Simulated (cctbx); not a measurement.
# Hf2Tl3Pt3C with cctbx, script by script

Library: cctbx 2025.11. The data are simulated by the first script.

## 1. Simulate the data

run.py:

```python
from cctbx import adptbx, crystal, miller, sgtbx, xray
from cctbx.array_family import flex
from iotbx.shelx import hklf
from scitbx import matrix
import scitbx.random

cs = crystal.symmetry(unit_cell=(8.461, 8.461, 5.766, 90, 90, 120), space_group_symbol='Hall: -P 6c 2')  # P6_3/mcm
atoms = [  # label, site, U (iso, or U11 U22 U33 U12 U13 U23 in A^2), occupancy
    ("Tl1", (0.5967, 0, 0.25), (0.0049, 0.0039, 0.0038, 0.0020, 0.0000, 0.0000), 1),
    ("Pt1", (0.2293, 0, 0.25), (0.0026, 0.0024, 0.0022, 0.0012, 0.0000, 0.0000), 1),
    ("Hf1", (2/3, 1/3, 0), (0.0045, 0.0045, 0.0032, 0.0022, 0.0000, 0.0000), 1),
    ("C1", (0, 0, 0), (0.0075, 0.0075, 0.0095, 0.0037, 0.0000, -0.0000), 1),
]
xs = xray.structure(crystal_symmetry=cs)
for label, site, u, occ in atoms:
    u = adptbx.u_cif_as_u_star(cs.unit_cell(), u) if isinstance(u, tuple) else u
    xs.add_scatterer(xray.scatterer(label, site=site, u=u, occupancy=occ))
xs.set_inelastic_form_factors(0.71073, "sasaki")
xs.show_summary()
p1 = xs.expand_to_p1()
ms = miller.build_set(p1, anomalous_flag=True, d_min=0.65)
flex.set_random_seed(428836)
scitbx.random.set_random_seed(428836)
ms = ms.select(flex.random_double(ms.size()) < 0.5)
i = ms.structure_factors_from_scatterers(p1, algorithm="direct").f_calc().as_intensity_array().data()
i = i / flex.sqrt(1 + 0.3 * i / flex.max(i))  # extinction
i = i * 40000 / flex.max(i)
sig = flex.sqrt(i + flex.pow2(0.06 * i) + 15 ** 2)
noise = scitbx.random.variate(scitbx.random.normal_distribution())(i.size())
data = ms.array(data=i + sig * noise, sigmas=sig).set_observation_type_xray_intensity()
with open("data.hkl", "w") as f:
    data.export_as_shelx_hklf(f)
print("reflections written:", data.size(), " <I/sigma> = %.1f" % flex.mean(data.data() / data.sigmas()))
for h, a, b in list(data.sort("data"))[:12]:
    print("%4d%4d%4d %9.1f %7.1f" % (h + (a, b)))
```

```console
$ python run.py
```

```text
Number of scatterers: 4
At special positions: 4
Unit cell: (8.461, 8.461, 5.766, 90, 90, 120)
Space group: P 63/m c m (No. 193)
reflections written: 2755  <I/sigma> = 10.3
   0   0   4   40227.7  2408.4
   0   5   2   24313.3  1360.6
  -5   5  -2   23365.1  1360.6
   5  -5   2   23124.0  1360.6
  -5   0  -2   22343.4  1360.6
   5   0   2   21258.3  1360.6
   5   0  -2   20916.7  1360.6
   0  -5  -2   20616.6  1360.6
   1   1  -2   17163.2   934.1
   1  -2  -2   17118.2   934.1
  -2   1   2   16362.2   934.1
  -1   2   2   15841.5   934.1
```

Run time: 0.26 s on 1 thread of Arm Neoverse V2, with other jobs on the host, peak memory 0.07 GiB.

## 2. Symmetry

run.py:

```python
from cctbx import crystal, sgtbx, statistics
from cctbx.array_family import flex
from iotbx.shelx import hklf

p1 = crystal.symmetry(unit_cell=(8.461, 8.461, 5.766, 90, 90, 120), space_group_symbol="P 1")
raw = hklf.reader(file_name="data.hkl").as_miller_arrays(crystal_symmetry=p1, anomalous=True)[0]
print(raw.size(), "reflections to d = %.3f A" % raw.d_min())
isig = raw.data() / raw.sigmas()
print("centring   violations  <I/sigma> of those")
best = "P"
for c in "ABCIRF":
    a = raw.customized_copy(space_group_info=sgtbx.space_group_info("Hall: %s 1" % c)).sys_absent_flags().data()
    m = flex.mean(isig.select(a))
    print("%5s %10d of %5d %8.1f" % (c, (isig.select(a) > 4).count(True), a.count(True), m))
    if (isig.select(a) > 4).count(True) < 0.01 * a.count(True):
        best = c
raw = raw.select(~raw.customized_copy(space_group_info=sgtbx.space_group_info("Hall: %s 1" % best)).sys_absent_flags().data())
isig = raw.data() / raw.sigmas()
rows = []
for s in sgtbx.space_group_symbol_iterator():
    g = sgtbx.space_group(s)
    if g.conventional_centring_type_symbol() != best or not g.is_compatible_unit_cell(p1.unit_cell(), 1e-3, 0.02):
        continue
    rows.append((s, g))
print("Laue class    unique    Rint  (classes that these axes allow; Friedel mates merged)")
rint = {}
for s, g in rows:
    laue = g.build_derived_patterson_group()
    key = laue.type().hall_symbol()
    if key not in rint:
        m = raw.customized_copy(space_group_info=laue.info(), anomalous_flag=False).merge_equivalents()
        rint[key] = m.r_int()
        print("%-14s %6d %7.3f" % (laue.type().lookup_symbol(), m.array().size(), m.r_int()))
floor = min(rint.values())
good = [(s, g) for s, g in rows if rint[g.build_derived_patterson_group().type().hall_symbol()] < 2 * floor + 0.03]
top = max(g.build_derived_patterson_group().order_z() for s, g in good)
print("space group    extra absences  I>4sigma  <I/sigma>")
for s, g in good:
    laue = g.build_derived_patterson_group()
    if laue.order_z() != top:
        continue
    a = raw.customized_copy(space_group_info=g.info()).sys_absent_flags().data()
    a &= ~raw.customized_copy(space_group_info=laue.info()).sys_absent_flags().data()
    bad = (isig.select(a) > 4).count(True)
    if bad <= 0.03 * a.count(True):
        print("%-16s %8d %10d %9s  %s" % (s.universal_hermann_mauguin(), a.count(True), bad, "%.1f" % flex.mean(isig.select(a)) if a.count(True) else "-", "centric" if g.is_centric() else "acentric"))
laue = max(good, key=lambda t: t[1].build_derived_patterson_group().order_z())[1].build_derived_patterson_group()
f = raw.customized_copy(space_group_info=laue.info(), anomalous_flag=False).merge_equivalents().array().eliminate_sys_absent().f_sq_as_f()
f.set_observation_type_xray_amplitude()
bins = max(3, min(8, f.size() // 12))
f.setup_binner(n_bins=bins)
w = statistics.wilson_plot(f, {e: n / laue.order_z() for e, n in {'Tl': 6.0, 'Pt': 6.0, 'Hf': 4.0, 'C': 2.0}.items()}, e_statistics=True)
print("Wilson B = %.2f A^2   <|E^2-1|> = %.3f (0.968 centric, 0.736 acentric)   E^2>4: %.1f %%" % (w.wilson_b, w.mean_e_sq_minus_1, w.percent_e_sq_gt_2))
print("shell (A)         n   <I/sigma>")
m = raw.customized_copy(space_group_info=laue.info(), anomalous_flag=False).merge_equivalents().array().eliminate_sys_absent()
for b in m.setup_binner(n_bins=bins).range_used():
    sel = m.binner().selection(b)
    print("%5.2f - %4.2f %6d %8.1f" % (min(m.binner().bin_d_range(b)[0] if m.binner().bin_d_range(b)[0] > 0 else 99, 99), m.binner().bin_d_range(b)[1], sel.count(True), flex.mean((m.data() / m.sigmas()).select(sel))))
```

```console
$ python run.py
```

```text
2755 reflections to d = 0.650 A
centring   violations  <I/sigma> of those
    A       1011 of  1372     10.0
    B       1019 of  1381     10.1
    C       1038 of  1357     10.3
    I       1029 of  1395     10.0
    R       1397 of  1843     10.2
    F       1534 of  2055     10.1
Laue class    unique    Rint  (classes that these axes allow; Friedel mates merged)
P -1             2039   0.040
P 1 1 2/m        1344   0.043
P -3              898   0.044
P -3 1 m          503   0.048
P -3 m 1          533   0.047
P 6/m             496   0.048
P 6/m m m         312   0.050
space group    extra absences  I>4sigma  <I/sigma>
P 6 2 2                 0          0         -  acentric
P 63 2 2                5          0      -0.1  acentric
P 6 m m                 0          0         -  acentric
P 63 c m              226          0       0.1  acentric
P -6 m 2                0          0         -  acentric
P -6 c 2              226          0       0.1  acentric
P -6 2 m                0          0         -  acentric
P 6/m m m               0          0         -  centric
P 63/m c m            226          0       0.1  centric
Wilson B = 0.29 A^2   <|E^2-1|> = 0.803 (0.968 centric, 0.736 acentric)   E^2>4: 0.7 %
shell (A)         n   <I/sigma>
 7.33 - 1.30     52     21.8
 1.30 - 1.03     39     27.5
 1.03 - 0.90     42     29.0
 0.90 - 0.82     37     29.7
 0.82 - 0.76     39     26.3
 0.76 - 0.72     32     27.8
 0.72 - 0.68     37     29.7
 0.68 - 0.65     34     28.9
```

Time: 0.29 s.

## 3. Charge flipping

run.py:

```python
import itertools
from cctbx import crystal, maptbx
from cctbx.array_family import flex
from iotbx.shelx import hklf
from smtbx.ab_initio import charge_flipping as cf

cs = crystal.symmetry(unit_cell=(8.461, 8.461, 5.766, 90, 90, 120), space_group_symbol='Hall: -P 6c 2')  # P6_3/mcm
raw = hklf.reader(file_name="data.hkl").as_miller_arrays(crystal_symmetry=cs, anomalous=True)[0]
merged = raw.eliminate_sys_absent().merge_equivalents()
fo2 = merged.array().set_observation_type_xray_intensity()
f = fo2.average_bijvoet_mates().f_sq_as_f().resolution_filter(d_min=0.8)
p1 = f.expand_to_p1()
work = p1
flex.set_random_seed(74703)
it = cf.weak_reflection_improved_iterator(delta=None, weak_reflection_fraction=0.2)
it.start(work, phases=flex.random_double(p1.size()) * 6.2832, f_000=0)
it.delta = 1.1 * it.rho_map.sigma()
print("cycle      R  skewness")
for n, st in enumerate(itertools.islice(it, 100)):
    if n % 8 == 0:
        print("%5d %6.3f %8.2f" % (n, st.r1_factor(), st.rho_map.skewness()))
rho = p1.phase_transfer(it.f_calc).fft_map().apply_volume_scaling()
polish = cf.low_density_elimination_iterator(constant_rho_c=rho.sigma())
polish.start(f_obs=p1, phases=it.f_calc, f_000=0)
for _ in range(8):
    next(polish)
print("origin shift          correlation  skewness")
maps = []
for fc, shift, cc in itertools.islice(cf.f_calc_symmetrisations(f, polish.f_calc, 0), 4):
    m = f.phase_transfer(fc).fft_map(symmetry_flags=maptbx.use_space_group_symmetry, resolution_factor=0.25).apply_sigma_scaling()
    maps.append((m.skewness(), cc, m))
    print("%6.3f %6.3f %6.3f %10.3f %9.2f" % (tuple(shift) + (cc, m.skewness())))
skew, cc, m = max((t for t in maps if t[1] > maps[0][1] - 0.04), key=lambda t: t[0])
print("taken: symmetry correlation %.3f, skewness %.2f" % (cc, skew))
peaks = m.peak_search(parameters=maptbx.peak_search_parameters(min_distance_sym_equiv=0.9, max_clusters=9)).all()
sps = cs.special_position_settings(min_distance_sym_equiv=0.5)
print("peak      x       y       z  mult  height/sigma")
for k, (x, h) in enumerate(zip(peaks.sites(), peaks.heights())):
    ss = sps.site_symmetry(x)
    print("Q%-3d %7.4f %7.4f %7.4f %4d %8.1f" % ((k + 1,) + tuple(t % 1 for t in ss.exact_site()) + (ss.multiplicity(), h)))
```

```console
$ python run.py
```

```text
cycle      R  skewness
    0  0.625     0.30
    8  0.521     1.41
   16  0.492     2.25
   24  0.356     4.07
   32  0.325     3.73
   40  0.316     3.58
   48  0.320     3.61
   56  0.320     3.54
   64  0.309     3.50
   72  0.325     3.57
   80  0.317     3.62
   88  0.312     3.53
   96  0.310     3.52
origin shift          correlation  skewness
 0.774  0.971 -0.025      0.816      1.80
 0.365  0.729 -0.029      0.811      1.54
 0.967  0.121  0.225      0.741      0.73
 0.970  0.124 -0.025      0.735      1.81
taken: symmetry correlation 0.816, skewness 1.80
peak      x       y       z  mult  height/sigma
Q1    0.0000  0.2157  0.7500    6     10.3
Q2    0.0000  0.4028  0.2500    6      5.1
Q3    0.0000  0.0000  0.2500    2      3.5
Q4    0.1661  0.4835  0.0764   24      2.5
Q5    0.1012  0.5506  0.5000   12      2.1
Q6    0.2009  0.5179  0.5790   24      2.0
Q7    0.0000  0.3733  0.9990   12      1.9
Q8    0.0997  0.1994  0.5000   12      1.8
Q9    0.0000  0.0000  0.5000    2      1.8
```

Time: 0.64 s.

## 4. Refinement (model from the peaks)

run.py:

```python
import math
from cctbx import adptbx, crystal, maptbx, sgtbx, xray
from cctbx.array_family import flex
from cctbx.xray import observations
from iotbx.shelx import hklf
from scitbx.lstbx import normal_eqns_solving
from smtbx import absolute_structure, utils
from smtbx.refinement import constraints, least_squares

cs = crystal.symmetry(unit_cell=(8.461, 8.461, 5.766, 90, 90, 120), space_group_symbol='Hall: -P 6c 2')  # P6_3/mcm
atoms = [  # label, site, U (iso, or U11 U22 U33 U12 U13 U23 in A^2), occupancy
    ("Pt1", (0, 0.2157, 0.75), 0.0200, 1),
    ("Tl1", (0, 0.4028, 0.25), 0.0200, 1),
    ("Hf1", (0, 0, 0.25), 0.0200, 1),
    ("C1", (0, 0, 0.5), 0.0200, 1),
]
xs = xray.structure(crystal_symmetry=cs)
for label, site, u, occ in atoms:
    u = adptbx.u_cif_as_u_star(cs.unit_cell(), u) if isinstance(u, tuple) else u
    xs.add_scatterer(xray.scatterer(label, site=site, u=u, occupancy=occ))
xs.set_inelastic_form_factors(0.71073, "sasaki")
raw = hklf.reader(file_name="data.hkl").as_miller_arrays(crystal_symmetry=cs, anomalous=True)[0]
merged = raw.eliminate_sys_absent().merge_equivalents()
fo2 = merged.array().set_observation_type_xray_intensity()
print("Rint %.3f, %d unique reflections to %.2f A" % (merged.r_int(), fo2.size(), fo2.d_min()))
for sc in xs.scatterers():
    sc.flags.set_grad_site(True)
    sc.flags.set_grad_u_aniso(sc.flags.use_u_aniso())
    sc.flags.set_grad_u_iso(sc.flags.use_u_iso())
obs = fo2.as_xray_observations()
extra = {}
rep = constraints.reparametrisation(xs, [], utils.connectivity_table(xs), **extra)
ls = least_squares.crystallographic_ls(obs, rep, weighting_scheme=least_squares.mainstream_shelx_weighting(a=0, b=0))
print("cycle     R1     wR2    GooF  max shift (A)")
for cycle in range(6):
    ls.build_up()
    r1, wr2, goof = ls.r1_factor(cutoff_factor=2)[0], ls.wR2(), ls.goof()
    old = xs.sites_cart()
    normal_eqns_solving.levenberg_marquardt_iterations(ls, n_max_iterations=3, tau=0.0001, step_threshold=1e-7)
    big = flex.max((xs.sites_cart() - old).norms())
    print("%4d %7.4f %7.4f %7.3f %9.5f" % (cycle + 1, r1, wr2, goof, big))
    ls.build_up(objective_only=True)
    if abs(ls.wR2() - wr2) < 5e-5 and big < 5e-4:
        break
ls.build_up()
print("final R1 %.4f wR2 %.4f GooF %.3f  parameters %d  data/parameter %.1f" % (ls.r1_factor(cutoff_factor=2)[0], ls.wR2(), ls.goof(), ls.n_parameters, fo2.size() / ls.n_parameters))
cov = ls.covariance_matrix_and_annotations()
su = dict(zip(cov.annotations, (math.sqrt(max(v, 0)) for v in cov.matrix.matrix_packed_u_diagonal())))
a2 = cs.unit_cell().reciprocal_parameters()[0] ** -2
print("atom        x        y        z      Ueq    occ   su(xyz)  su(Uiso or U11)")
for sc in xs.scatterers():
    s = max(su.get(sc.label + k, 0) for k in (".x", ".y", ".z"))
    npd = "" if sc.is_positive_definite_u(cs.unit_cell()) else "  NPD"
    print("%-5s %8.5f %8.5f %8.5f %8.4f %6.3f %8.5f %7.4f%s" % ((sc.label,) + sc.site + (sc.u_iso_or_equiv(cs.unit_cell()), sc.occupancy, s, su.get(sc.label + ".uiso", su.get(sc.label + ".u11", 0) * a2), npd)))
fo = fo2.f_sq_as_f()
fc = fo.structure_factors_from_scatterers(xs, algorithm="direct").f_calc()
diff = fo.f_obs_minus_f_calc(1 / math.sqrt(ls.scale_factor()), fc).average_bijvoet_mates()
m = diff.fft_map(symmetry_flags=maptbx.use_space_group_symmetry, resolution_factor=0.25).apply_volume_scaling()
print("difference map: max %.2f min %.2f rms %.2f" % (m.statistics().max(), m.statistics().min(), m.statistics().sigma()))
peaks = m.peak_search(parameters=maptbx.peak_search_parameters(min_distance_sym_equiv=0.6, max_clusters=5)).all()
near = xs.closest_distances(peaks.sites(), distance_cutoff=4)
sps = cs.special_position_settings(min_distance_sym_equiv=0.5)
for k, (x, h) in enumerate(zip(peaks.sites(), peaks.heights())):
    ss = sps.site_symmetry(x)
    print("Q%-3d %7.4f %7.4f %7.4f %4d %7.2f  %.2f A from %s" % ((k + 1,) + tuple(t % 1 for t in ss.exact_site()) + (ss.multiplicity(), h, near.smallest_distances[k], xs.scatterers()[near.i_seqs[k]].label)))
```

```console
$ python run.py
```

```text
Rint 0.050, 272 unique reflections to 0.65 A
cycle     R1     wR2    GooF  max shift (A)
   1  0.7962  0.9704  35.021   0.06541
   2  0.6584  0.9132  32.956   0.01070
   3  0.7864  0.9691  34.974   0.01289
   4  0.6570  0.9133  32.962   0.00198
   5  0.7926  0.9710  35.042   0.00265
   6  0.6572  0.9134  32.964   0.00051
final R1 0.7934 wR2 0.9712 GooF 35.050  parameters 6  data/parameter 45.3
atom        x        y        z      Ueq    occ   su(xyz)  su(Uiso or U11)
Pt1    0.00000  0.22683  0.75000   0.0206  1.000  0.01410  0.0141
Tl1    0.00000  0.40254  0.25000   0.0170  1.000  0.01025  0.0148
Hf1    0.00000  0.00000  0.25000   0.0271  1.000  0.00000  0.0414
C1     0.00000  0.00000  0.50000   0.4194  1.000  0.00000 12.5294
difference map: max 1292.09 min -233.68 rms 73.45
Q1    0.0000  0.2315  0.7500    6 1351.82  0.04 A from Pt1
Q2    0.0000  0.4038  0.2500    6 1206.87  0.01 A from Tl1
Q3    0.3333  0.6667  0.0000    4  991.20  2.95 A from Tl1
Q4    0.0000  0.0000  0.2500    2  229.35  0.00 A from Hf1
Q5    0.0000  0.3149  0.9985   12  184.29  1.62 A from Pt1
```

Time: 0.61 s.

Figures of merit this high mean that the model is still wrong or incomplete.

## 5. Charge flipping

run.py, as its changes from the last script of this kind:

```diff
@@ -13,2 +13,3 @@
-work = p1
-flex.set_random_seed(74703)
+p1.setup_binner_counting_sorted(reflections_per_bin=max(40, p1.size() // 12))
+work = p1.array(data=p1.data() / p1.amplitude_quasi_normalisations().data())
+flex.set_random_seed(74704)
@@ -19,2 +20,2 @@
-for n, st in enumerate(itertools.islice(it, 100)):
-    if n % 8 == 0:
+for n, st in enumerate(itertools.islice(it, 200)):
+    if n % 16 == 0:
```

```console
$ python run.py
```

```text
cycle      R  skewness
    0  0.615     0.32
   16  0.430     3.71
   32  0.315     3.72
   48  0.322     3.67
   64  0.311     3.52
   80  0.317     3.58
   96  0.310     3.57
  112  0.304     3.57
  128  0.316     3.52
  144  0.305     3.52
  160  0.314     3.50
  176  0.298     3.62
  192  0.298     3.57
origin shift          correlation  skewness
 0.747  0.437  0.225      0.864      4.47
 0.943  0.209  0.198      0.799      2.39
 0.540  0.013  0.207      0.786      2.62
 0.139  0.203  0.192      0.758      1.44
taken: symmetry correlation 0.864, skewness 4.47
peak      x       y       z  mult  height/sigma
Q1    0.0000  0.4032  0.7500    6     11.8
Q2    0.0000  0.2197  0.2500    6     11.8
Q3    0.3333  0.6667  0.0000    4     10.2
Q4    0.1714  0.4554  0.7500   12      1.7
Q5    0.1118  0.5546  0.2500   12      1.6
Q6    0.1989  0.3978  0.0000   12      1.4
Q7    0.0817  0.5409  0.0000   12      1.4
Q8    0.2074  0.5222  0.5025   24      1.2
Q9    0.0000  0.1224  0.5768   12      1.2
```

Time: 0.68 s.

## 6. Refinement (model from the peaks)

run.py, as its changes from the last script of this kind:

```diff
@@ -12,4 +12,3 @@
-    ("Pt1", (0, 0.2157, 0.75), 0.0200, 1),
-    ("Tl1", (0, 0.4028, 0.25), 0.0200, 1),
-    ("Hf1", (0, 0, 0.25), 0.0200, 1),
-    ("C1", (0, 0, 0.5), 0.0200, 1),
+    ("Pt1", (0, 0.4032, 0.75), 0.0200, 1),
+    ("Tl1", (0, 0.2197, 0.25), 0.0200, 1),
+    ("Hf1", (0.3333, 0.6667, 0), 0.0200, 1),
@@ -60 +59 @@
-peaks = m.peak_search(parameters=maptbx.peak_search_parameters(min_distance_sym_equiv=0.6, max_clusters=5)).all()
+peaks = m.peak_search(parameters=maptbx.peak_search_parameters(min_distance_sym_equiv=0.6, max_clusters=6)).all()
```

```console
$ python run.py
```

```text
Rint 0.050, 272 unique reflections to 0.65 A
cycle     R1     wR2    GooF  max shift (A)
   1  0.2717  0.6112  22.017   0.08132
   2  0.0223  0.0568   2.045   0.00002
final R1 0.0223 wR2 0.0568 GooF 2.045  parameters 5  data/parameter 54.4
atom        x        y        z      Ueq    occ   su(xyz)  su(Uiso or U11)
Pt1    0.00000  0.40338  0.75000   0.0034  1.000  0.00006  0.0002
Tl1    0.00000  0.22931  0.25000   0.0031  1.000  0.00006  0.0001
Hf1    0.33333  0.66667  0.00000   0.0040  1.000  0.00000  0.0002
difference map: max 20.04 min -5.27 rms 0.84
Q1    0.0000  0.0000  0.0000    2   20.04  2.42 A from Tl1
Q2    0.0000  0.3545  0.7500    6    5.54  0.41 A from Pt1
Q3    0.0000  0.4582  0.7500    6    4.76  0.46 A from Pt1
Q4    0.0547  0.4862  0.2500   12    2.37  1.23 A from Pt1
Q5    0.2689  0.6345  0.0000   12    1.96  0.47 A from Hf1
Q6    0.0000  0.1526  0.1463   12    1.80  0.88 A from Tl1
```

Run time: 0.41 s on 1 thread of Arm Neoverse V2 (shared host), peak memory 0.09 GiB.

[Logs are printed without paths, hosts, clocks, repeated set-up lines and the standing remarks that a program may print on its own settings, such as how far it seeks lower states.]
